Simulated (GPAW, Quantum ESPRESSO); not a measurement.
# Near-edge structure at the C K edge of C (Diamond, Fd-3m), part 2 of 4

Do two independent programs agree on the C K edge of C (Diamond, Fd-3m)? The same cell and functional are run with XSpectra and with GPAW.

Quantum ESPRESSO 7.5 and GPAW 26.7.0; core-hole supercells, plane-wave PAW PBE.

So far. Step 2 (The field without a hole (Quantum ESPRESSO)): The mesh shows a gap of 4.16 eV, so the hole is first treated in a charged cell, without the excited electron. Step 3 (Spectrum without a core hole, C atom 1 (Quantum …): Main maxima below 24 eV (height): 4.2 eV (1.39), 5.0 eV (1.50), 7.3 eV (1.39), 9.4 eV (1.70), 10.7 eV (1.64), 16.8 eV (1.39) and 18.9 eV (1.40). A K edge sees empty p states; a tetrahedral site has σ* states alone, so there is no π* peak.

## Step 6: The atom with a core hole (Quantum ESPRESSO)

Level of this step: all-electron atom with a core hole and its PAW potential, PBE, scalar-relativistic (Quantum ESPRESSO).

The final state has one core electron fewer, so a PAW data set is made for an atom with that hole.

Input file C.pbe-n-kjpaw-1sch.ld1.in:

```
&input
   title='C', zed=6., rel=1, iswitch=3, dft='PBE',
   config='1s1 2s2 2p3'
/
&inputp
   file_pseudopw='C.pbe-n-kjpaw-1sch.UPF', author='',
   lpaw=.true.,
   pseudotype=3,
   lloc=-1,
   rcloc=0.9,
   which_augfun='PSQ',
   rmatch_augfun_nc=.true.,
   nlcc=.true.,
   new_core_ps=.true.,
   rcore=0.7,
   tm=.true.,
   zval=5,
   lgipaw_reconstruction=.true., use_paw_as_gipaw=.true.
/
4
2S  1  0  2.00  0.00  1.00  1.20  0.0
2S  1  0  0.00  3.00  1.00  1.20  0.0
2P  2  1  3.00  0.00  0.90  1.40  0.0
2P  2  1  0.00  0.05  0.90  1.40  0.0
```

The run is started by

```sh
$ ld1.x < C.pbe-n-kjpaw-1sch.ld1.in > C.pbe-n-kjpaw-1sch.ld1.out
```

Log:

```text
     [... banner and references ...]
PAW data will be used for GIPAW calculation
     --------------------------- All-electron run ----------------------------

     C
     scalar relativistic calculation

     atomic number is  6.00
     dft =PBE   lsd =0 sic =0 latt =0  beta=0.20 tr2=1.0E-14
     Exchange-correlation= PBE
                           (   1   4   3   4   0   0   0)
     mesh =1073 r(mesh) = 100.30751 a.u. xmin = -7.00 dx = 0.01250
     1 Ry =  13.60569312 eV, c = 137.03599908

     n l     nl                  e(Ry)          e(Ha)          e(eV)
     1 0     1S 1( 1.00)       -23.4640       -11.7320      -319.2436
     2 0     2S 1( 2.00)        -1.1962        -0.5981       -16.2757
     2 1     2P 1( 3.00)        -0.5604        -0.2802        -7.6246

     final scf error:  2.4E-16 reached in  35 iterations

     Etot =     -54.202028 Ry,     -27.101014 Ha,    -737.456164 eV

     Ekin =      53.964171 Ry,      26.982085 Ha,     734.219949 eV
     Encl =    -129.273525 Ry,     -64.636763 Ha,   -1758.855916 eV
     Eh   =      28.846477 Ry,      14.423239 Ha,     392.476315 eV
     Exc  =      -7.739151 Ry,      -3.869575 Ha,    -105.296512 eV

     normalization and overlap integrals

     s(1S/1S) =  1.000000  <r> =   0.2573  <r2> =    0.0891  r(max) =   0.1688
     s(1S/2S) = -0.000136
     s(2S/2S) =  1.000000  <r> =   1.4172  <r2> =    2.4371  r(max) =   1.0868
     s(2P/2P) =  1.000000  <r> =   1.4636  <r2> =    2.8156  r(max) =   0.9712

     ------------------------ End of All-electron run ------------------------

     --------------------- Generating PAW atomic setup --------------------

      Generating local potential from pseudized AE potential:
      Matching radius rcloc =   0.9000

[...]
(   1   4   3   4   0   0   0)
     mesh =1073 r(mesh) = 100.30751 a.u. xmin = -7.00 dx = 0.01250
     1 Ry =  13.60569312 eV, c = 137.03599908

     n l     nl                  e(Ry)          e(Ha)          e(eV)
[...]
final scf error:  2.4E-16 reached in  35 iterations

     Etot =     -54.202028 Ry,     -27.101014 Ha,    -737.456164 eV

     Ekin =      53.964171 Ry,      26.982085 Ha,     734.219949 eV
     Encl =    -129.273525 Ry,     -64.636763 Ha,   -1758.855916 eV
     Eh   =      28.846477 Ry,      14.423239 Ha,     392.476315 eV
     Exc  =      -7.739151 Ry,      -3.869575 Ha,    -105.296512 eV

     normalization and overlap integrals

     s(1S/1S) =  1.000000  <r> =   0.2573  <r2> =    0.0891  r(max) =   0.1688
     s(1S/2S) = -0.000136
     s(2S/2S) =  1.000000  <r> =   1.4172  <r2> =    2.4371  r(max) =   1.0868
     s(2P/2P) =  1.000000  <r> =   1.4636  <r2> =    2.8156  r(max) =   0.9712

     ------------------------ End of All-electron run ------------------------

     ---------------------- Testing the pseudopotential ----------------------

     C
     scalar relativistic calculation

     atomic number is  6.00   valence charge is  5.00
     dft = SLA  PW   PBX  PBC   lsd =0 sic =0 latt =0  beta=0.20 tr2=1.0E-14
     mesh =1073 r(mesh) = 100.30751 xmin = -7.00 dx = 0.01250

     n l     nl             e AE (Ry)        e PS (Ry)    De AE-PS (Ry)
     1 0     2S   1( 2.00)       -1.19625       -1.19626        0.00001
     2 1     2P   1( 3.00)       -0.56040       -0.56040        0.00000

     eps = 5.7E-17  iter =  4

     Etot =     -54.202028 Ry,     -27.101014 Ha,    -737.456164 eV
     Etotps =   -21.866405 Ry,     -10.933203 Ha,    -297.507603 eV

     Ekin =      19.284242 Ry,       9.642121 Ha,     262.375481 eV
     Encl =     -49.376826 Ry,     -24.688413 Ha,    -671.805945 eV
     Ehrt =      15.965327 Ry,       7.982664 Ha,     217.219341 eV
     Ecxc =      -7.739149 Ry,      -3.869574 Ha,    -105.296480 eV
     (Ecc =      -0.331590 Ry,      -0.165795 Ha,      -4.511508 eV)

     ---------------------- End of pseudopotential test ----------------------
```

Run time: 0.7 s. Hardware: 1 MPI rank of Arm Neoverse V1, shared host; peak memory 0.12 GiB.

Removing the core electron and adding it to the valence shell costs the free atom 290.2 eV.

## Step 7: Supercell with FCH, C atom 1 (Quantum ESPRESSO)

The holes are 5.0 Å apart. The excited electron is left out and a uniform background balances the charge.

Input file scf.in:

```
&control
   calculation='scf', prefix='x', pseudo_dir='../pp', outdir='tmp', tprnfor=.true.
/
&system
   ibrav=0, nat=16, ntyp=2, nbnd=36
   ecutwfc=43, ecutrho=360
   occupations='fixed'
   tot_charge=1
/
&electrons
   conv_thr=1.6e-07, electron_maxstep=120
   mixing_beta=0.5
/
ATOMIC_SPECIES
C0 1.0 C.pbe-n-kjpaw-1sch.UPF
C 1.0 C.pbe-n-kjpaw.UPF
CELL_PARAMETERS angstrom
  0.00000000 3.56674000 3.56674000
  3.56674000 0.00000000 3.56674000
  3.56674000 3.56674000 0.00000000
ATOMIC_POSITIONS crystal
C0   0.37500000 0.37500000 0.37500000
C    0.37500000 0.37500000 0.87500000
C    0.37500000 0.87500000 0.37500000
C    0.87500000 0.37500000 0.37500000
C    0.37500000 0.87500000 0.87500000
C    0.87500000 0.37500000 0.87500000
C    0.87500000 0.87500000 0.37500000
C    0.87500000 0.87500000 0.87500000
C    0.25000000 0.25000000 0.25000000
C    0.25000000 0.25000000 0.75000000
C    0.25000000 0.75000000 0.25000000
C    0.75000000 0.25000000 0.25000000
C    0.25000000 0.75000000 0.75000000
C    0.75000000 0.25000000 0.75000000
C    0.75000000 0.75000000 0.25000000
C    0.75000000 0.75000000 0.75000000
K_POINTS automatic
5 5 5 0 0 0
```

The run is started by

```sh
$ OMP_NUM_THREADS=1 mpirun --oversubscribe --bind-to none -np 4 pw.x -nk 4 -in scf.in > scf.out
```

Log:

```text
     [... banner and references ...]
[banner, memory and clock lines left out]
using ibrav=0 with symmetry is DISCOURAGED, use correct ibrav instead

     G-vector sticks info

     bravais-lattice index     =            0
     lattice parameter (alat)  =       9.5320  a.u.
     unit-cell volume          =     612.4081 (a.u.)^3
     number of atoms/cell      =           16
     number of atomic types    =            2
     number of electrons       =        64.00
     number of Kohn-Sham states=           36
     kinetic-energy cutoff     =      43.0000  Ry
     charge density cutoff     =     360.0000  Ry
     scf convergence threshold =      1.6E-07
     mixing beta               =       0.5000
     number of iterations used =            8  plain     mixing
     Exchange-correlation= SLA  PW   PBX  PBC
                           (   1   4   3   4   0   0   0)

     celldm(1)=   9.532028  celldm(2)=   0.000000  celldm(3)=   0.000000
     celldm(4)=   0.000000  celldm(5)=   0.000000  celldm(6)=   0.000000

     crystal axes: (cart. coord. in units of alat)
               a(1) = (   0.000000   0.707107   0.707107 )
               a(2) = (   0.707107   0.000000   0.707107 )
               a(3) = (   0.707107   0.707107   0.000000 )

     reciprocal axes: (cart. coord. in units 2 pi/alat)
               b(1) = ( -0.707107  0.707107  0.707107 )
               b(2) = (  0.707107 -0.707107  0.707107 )
               b(3) = (  0.707107  0.707107 -0.707107 )

     ../pp/C.pbe-n-kjpaw-1sch.UPF
     Pseudo is Projector augmented-wave + core cor, Zval =  5.0
     Shape of augmentation charge: PSQ
     Using radial grid of 1073 points,  4 beta functions with:
                l(1) =   0
[...]
Davidson diagonalization with overlap
     ethr =  1.33E-09,  avg # of iterations =  5.0

     total energy              =    -300.00339055 Ry
     estimated scf accuracy    <       0.00000074 Ry

     iteration #  9     ecut=    43.00 Ry     beta= 0.50
     Davidson diagonalization with overlap
     ethr =  1.16E-09,  avg # of iterations =  2.0

     End of self-consistent calculation

          k = 0.0000 0.0000 0.0000 (  2891 PWs)   bands (ev):

    -8.4863  -3.9444  -2.3513  -2.3513  -2.3513  -0.5099  -0.4436  -0.4436
    -0.4436   0.7092   0.7150   0.7150   0.7150   0.7206   0.7206   6.1758
     6.1758   6.1758   7.1347   7.1347   7.1347   9.7888   9.7888   9.7888
    10.6540  10.6540  10.6565  10.6565  10.6565  13.2699  13.2699  13.2699
    17.0762  17.8181  17.8181  17.8181

     [... bands of 9 further k-points ...]

     highest occupied, lowest unoccupied level (ev):    13.2699   17.0762

!    total energy              =    -300.00339066 Ry
     total all-electron energy =     -1198.800470 Ry
     estimated scf accuracy    <       0.00000003 Ry

     The total energy is the sum of the following terms:
     one-electron contribution =      64.40342210 Ry
     hartree contribution      =      16.90125049 Ry
     xc contribution           =     -74.69236882 Ry
     ewald contribution        =    -211.33129529 Ry
     one-center paw contrib.   =     -95.28439914 Ry

     convergence has been achieved in   9 iterations

     Forces acting on atoms (cartesian axes, Ry/au):

     atom    1 type  1   force =     0.00000000    0.00000000    0.00000000
     atom    2 type  2   force =    -0.00000000    0.00000000    0.03372724
     atom    3 type  2   force =     0.00000000    0.03372724   -0.00000000
[...]
atom   15 type  2   force =    -0.00758453   -0.00758453    0.00758453
     atom   16 type  2   force =     0.00758453    0.00758453    0.00758453

     Total force =     0.116681     Total SCF correction =     0.000258

     XML data file, charge density, pseudopotentials, collected wavefunctions
```

Elapsed: 11 s, on 4 MPI ranks; peak memory 0.11 GiB.

Energy with the hole: -16310.511 eV, cores included.

## Step 8: Spectrum with FCH, C atom 1 (Quantum ESPRESSO)

The Lanczos recursion gives the spectrum without computing empty bands; each polarisation needs a run of its own on the full k mesh. xe0 is set between filled and empty states, and states below it are cut. The file of filecore holds the core orbital, taken from the hole-free data set.

Input file xspectra.in:

```
&input_xspectra
   calculation='xanes_dipole', edge='K'
   prefix='x', outdir='tmp', xiabs=1, xe0=15.173
   xonly_plot=.false., x_save_file='xanes.sav'
   xniter=3000, xcheck_conv=20, xerror=0.005
   xcoordcrys=.false., xepsilon(1)=1, xepsilon(2)=0, xepsilon(3)=0
/
&plot
   xnepoint=413, xemin=-10, xemax=45, terminator=.true., cut_occ_states=.true.
   xgamma=0.4
/
&pseudos
   filecore='../C.wfc'
/
&cut_occ
   cut_desmooth=0.1, cut_stepl=0.05, cut_stepu=0.05, cut_ierror=1e-5
/
6 6 6 0 0 0
```

The run is started by

```sh
$ OMP_NUM_THREADS=1 mpirun --oversubscribe --bind-to none -np 4 xspectra.x -nk 4 -in xspectra.in > xspectra.out
```

Log:

```text
     [... banner and references ...]
Reading input_file

     calculation: xanes_dipole

     xepsilon  [cartesian coordinates]:   1.000000   0.000000   0.000000

     xonly_plot: FALSE
        => complete calculation: Lanczos + spectrum plot

     filecore (core-wavefunction file): ../C.wfc

     main plot parameters:
        cut_occ_states: TRUE
        gamma_mode:  constant
        -> using xgamma [eV]:  0.40
        xemin [eV]: -10.00
        xemax [eV]:  45.00
        xnepoint:  413
        xe0 [eV]:  15.173000 (energy zero read in input file)

     WARNING: variable ef_r is obsolete

                      Reading SCF save directory: x.save

     tmp/x.save/

     Exchange-correlation= PBE
                           (   1   4   3   4   0   0   0)

     G-vector sticks info

                           Getting the Fermi energy

     From SCF save directory:
        ehomo [eV]:   13.2699 (highest occupied level)
        elumo [eV]:   17.0762 (lowest occupied level)
        ef    [eV]:   13.2699

     -> ef (in eV) will be written in x_save_file

                           Energy zero of the spectrum

     -> ef will NOT be used as energy zero of the spectrum
       (because xe0 read in input file)

     G-vector sticks info

     bravais-lattice index     =            0
     lattice parameter (alat)  =       9.5320  a.u.
     unit-cell volume          =     612.4081 (a.u.)^3
     number of atoms/cell      =           16
     number of atomic types    =            2
     number of electrons       =        64.00
     number of Kohn-Sham states=           36
     kinetic-energy cutoff     =      43.0000  Ry
     charge density cutoff     =     360.0000  Ry
     Exchange-correlation= PBE
                           (   1   4   3   4   0   0   0)

     celldm(1)=   9.532028  celldm(2)=   0.000000  celldm(3)=   0.000000
     celldm(4)=   0.000000  celldm(5)=   0.000000  celldm(6)=   0.000000

     crystal axes: (cart. coord. in units of alat)
               a(1) = (   0.000000   0.707107   0.707107 )
               a(2) = (   0.707107   0.000000   0.707107 )
               a(3) = (   0.707107   0.707107   0.000000 )

     reciprocal axes: (cart. coord. in units 2 pi/alat)
               b(1) = ( -0.707107  0.707107  0.707107 )
               b(2) = (  0.707107 -0.707107  0.707107 )
               b(3) = (  0.707107  0.707107 -0.707107 )

     ../pp/C.pbe-n-kjpaw-1sch.UPF
     Pseudo is Projector augmented-wave + core cor, Zval =  5.0
     Shape of augmentation charge: PSQ
     Using radial grid of 1073 points,  4 beta functions with:
                l(1) =   0
                l(2) =   0
                l(3) =   1
                l(4) =   1
     Q(r) pseudized with 0 coefficients

     ../pp/C.pbe-n-kjpaw.UPF
     Pseudo is Projector augmented-wave + core cor, Zval =  4.0
     Shape of augmentation charge: PSQ
     Using radial grid of 1073 points,  4 beta functions with:
                l(1) =   0
                l(2) =   0
                l(3) =   1
                l(4) =   1
     Q(r) pseudized with 0 coefficients

     atomic species   valence    mass     pseudopotential
     C0                5.00     1.00000     C ( 1.00)
     C                 4.00     1.00000     C ( 1.00)

     24 Sym. Ops. (no inversion) found

   Cartesian axes

     site n.     atom                  positions (alat units)
         1        C0     tau(   1) = (   0.5303301   0.5303301   0.5303301  )
         2        C      tau(   2) = (   0.8838835   0.8838835   0.5303301  )
         3        C      tau(   3) = (   0.8838835   0.5303301   0.8838835  )
         4        C      tau(   4) = (   0.5303301   0.8838835   0.8838835  )
         5        C      tau(   5) = (   1.2374369   0.8838835   0.8838835  )
         6        C      tau(   6) = (   0.8838835   1.2374369   0.8838835  )
[...]
14        C      tau(  14) = (   0.7071068   1.0606602   0.7071068  )
        15        C      tau(  15) = (   0.7071068   0.7071068   1.0606602  )
[...]
number of k points=   216

     Number of k-points >= 100: set verbosity='high' to print them.

     Dense  grid:    70721 G-vectors     FFT dimensions: (  60,  60,  60)

     Smooth grid:    23289 G-vectors     FFT dimensions: (  40,  40,  40)

     The potential is recalculated from file :
     tmp/x.save/charge-density

     Starting wfcs are   64 atomic wfcs
     Checking if some PAW data can be deallocated...

               Reading core wavefunction file for the absorbing atom

     ../C.wfc successfully read

                              Attributing the PAW radii
                     for the absorbing atom [units: Bohr radius]

        PAW proj 1: r_paw(l= 0)= 1.80  (1.5*r_cut)
        PAW proj 2: r_paw(l= 0)= 1.80  (1.5*r_cut)
        PAW proj 3: r_paw(l= 1)= 2.10  (1.5*r_cut)
        PAW proj 4: r_paw(l= 1)= 2.10  (1.5*r_cut)

        NB: The calculation will not necessary use all these r_paw values.
            - For a edge in the electric-dipole approximation,
              only the r_paw(l=1) values are used.
            - For a K edge in the electric-quadrupole approximation,
              only the r_paw(l=2) values are used.

            - For a L2 or L3 edge in the electric-quadrupole approximation,

              all projectors (s, p and d) are used.

     init_gipaw_1: projectors nearly linearly dependent:
     ntyp =  2, l/n1/n2 =  1 2 1  0.99428698

                          Starting XANES calculation
                     in the electric dipole approximation

     Method of calculation based on the Lanczos recursion algorithm
        - STEP 1: Construction of a kpoint-dependent Lanczos basis,
          in which the Hamiltonian is tridiagonal (each 'iter'
          corresponds to the calculation of one more Lanczos vector)
        - STEP 2: Calculation of the cross-section as a continued fraction
          averaged over the k-points.

     ... Begin STEP 1 ...

        Radial transition matrix element(s) used in the calculation of the
        initial vector of the Lanczos basis (|tilde{phi}_abs> normalized)
        | For PAW proj. (l=1) #1: radial matrix element =   0.218918377
        | For PAW proj. (l=1) #2: radial matrix element =   0.251777662

NB: the    54 k-point are not all listed below because npool=  4
        |-------------------------------------------------------------
        ! k-point #     1:  ( 0.0000,  0.0000,  0.0000),  0.0093,   1
        |-------------------------------------------------------------
        |   Hilbert space is saturated
        |   xniter is set equal to       2891
        |   Increase kinetic-energy cutoff in your SCF calculation!
 okvan= T
        |   Norm of the initial Lanczos vector: 0.17027799E+00
        |   Estimated error at iter     20:   1.00596364
        |   Estimated error at iter     40:   0.50830304
        |   Estimated error at iter     60:   0.43355950
        |   Estimated error at iter     80:   0.16081820
        |   Estimated error at iter    100:   0.06313600
[...]
!   => CONVERGED at iter    160 with error=  0.00006393
        |-------------------------------------------------------------
        ! k-point #     2:  ( 0.1179,  0.1179, -0.1179),  0.0093,   1
        |-------------------------------------------------------------
        |   Hilbert space is saturated
        |   xniter is set equal to       2887
        |   Increase kinetic-energy cutoff in your SCF calculation!
 okvan= T
        |   Norm of the initial Lanczos vector: 0.17027791E+00
[...]
!   => CONVERGED at iter    300 with error=  0.00365703
        |-------------------------------------------------------------
     [... 51 further k-points ...]
        ! k-point #    54:  ( 0.7071,  0.4714, -0.2357),  0.0093,   1
        |-------------------------------------------------------------
 okvan= T
        |   Norm of the initial Lanczos vector: 0.17028843E+00
[...]
|   Estimated error at iter    320:   0.01696134
        |   Estimated error at iter    340:   0.01006374
        |   Estimated error at iter    360:   0.00641977
        !   => CONVERGED at iter    380 with error=  0.00484971

     Results of STEP 1 successfully written in x_save_file
     x_save_file name:
     ->  xanes.sav
     x_save_file version:  2

     ... End STEP 1 ...

     ... Begin STEP 2 ...

     The spectrum is calculated using the following parameters:
        xe0 [eV]:   15.1730
        the occupied states are elimintate from the spectrum
        xemin [eV]: -10.00
        xemax [eV]:  45.00
        xnepoint:  413
        constant broadening parameter [eV]:    0.400
        Core level energy [eV]:  -284.2
         (from electron binding energy of neutral atoms in X-ray data booklet)

     Cross-section successfully written in xanes.dat

     ... End STEP 2 ...

                                END JOB XSpectra
```

Elapsed: 58 s, on 4 MPI ranks; peak memory 0.09 GiB; 3.8 min of CPU time.

The C K spectrum, C atom 1, full core hole (charged cell) (energy from the lowest empty level; intensity scaled to a mean of 1 over the first 20 eV; the points at xe0, where the cut of filled states can leave a spike, are interpolated):

| E (eV) | intensity |
| --- | --- |
| -2.0 | 0.09 |
| -1.4 | 0.13 |
| -0.8 | 0.21 |
| -0.2 | 0.45 |
| 0.4 | 1.10 |
| 1.0 | 1.75 |
| 1.6 | 1.66 |
| 2.2 | 1.94 |
| 2.8 | 2.26 |
| 3.4 | 2.20 |
| 4.0 | 1.78 |
| 4.6 | 1.68 |
| 5.2 | 1.26 |
| 5.8 | 1.01 |
| 6.4 | 1.17 |
| 7.0 | 0.95 |
| 7.6 | 0.83 |
| 8.2 | 0.90 |
| 8.8 | 0.95 |
| 9.4 | 1.11 |
| 10.0 | 1.02 |
| 10.6 | 0.92 |
| 11.2 | 0.47 |
| 11.8 | 0.24 |
| 12.4 | 0.19 |
| 13.0 | 0.18 |
| 13.6 | 0.26 |
| 14.2 | 0.43 |
| 14.8 | 0.54 |
| 15.4 | 0.72 |
| 16.0 | 0.81 |
| 16.6 | 1.03 |
| 17.2 | 1.12 |
| 17.8 | 0.74 |
| 18.4 | 0.68 |
| 19.0 | 0.69 |
| 19.6 | 0.48 |
| 20.2 | 0.29 |
| 20.8 | 0.28 |
| 21.4 | 0.26 |
| 22.0 | 0.22 |
| 22.6 | 0.18 |
| 23.2 | 0.21 |
| 23.8 | 0.18 |
| 24.4 | 0.13 |
| 25.0 | 0.15 |
| 25.6 | 0.17 |
| 26.2 | 0.13 |
| 26.8 | 0.13 |
| 27.4 | 0.16 |
| 28.0 | 0.20 |
| 28.6 | 0.21 |
| 29.2 | 0.18 |
| 29.8 | 0.16 |
| 30.4 | 0.12 |
| 31.0 | 0.09 |
| 31.6 | 0.11 |

Main maxima below 24 eV (height): 1.0 eV (1.77), 3.0 eV (2.39), 6.5 eV (1.20), 9.6 eV (1.14) and 16.9 eV (1.21). 

The hole costs E(hole) − E(ground) = 277.02 eV, and the lowest empty level of the hole cell lies at 17.08 eV, which puts the zero at 294.09 eV. One term is added: -6.71 eV, since the hole is spin-paired here and a spin-polarised one costs that much less in the free atom (computed apart). The photon energy is then 287.38 eV. The functional and the charged cell's background leave an error of a few eV in such absolute values.

(Continued in part 3 of 4.)

[Banner, clock and machine lines of the logs are left out without a mark of their own.]

[Logs are printed without paths, hosts, clocks, repeated set-up lines and the standing remarks that a program may print on its own settings, such as how far it seeks lower states.]

[Hosts, paths, dates, database ids (printed as entryN), source tags and the programs' standing remarks are cut or masked in the printed files.]

[Lists of maxima count a maximum above −3 eV only where it reaches 4 % of the highest in the window and stands out from its surroundings by 2 % of it (1.5 % where it reaches 55 %); shoulders and weaker maxima are passed over, and of the rest the first, up to two pre-edge ones and the few strongest are named.]
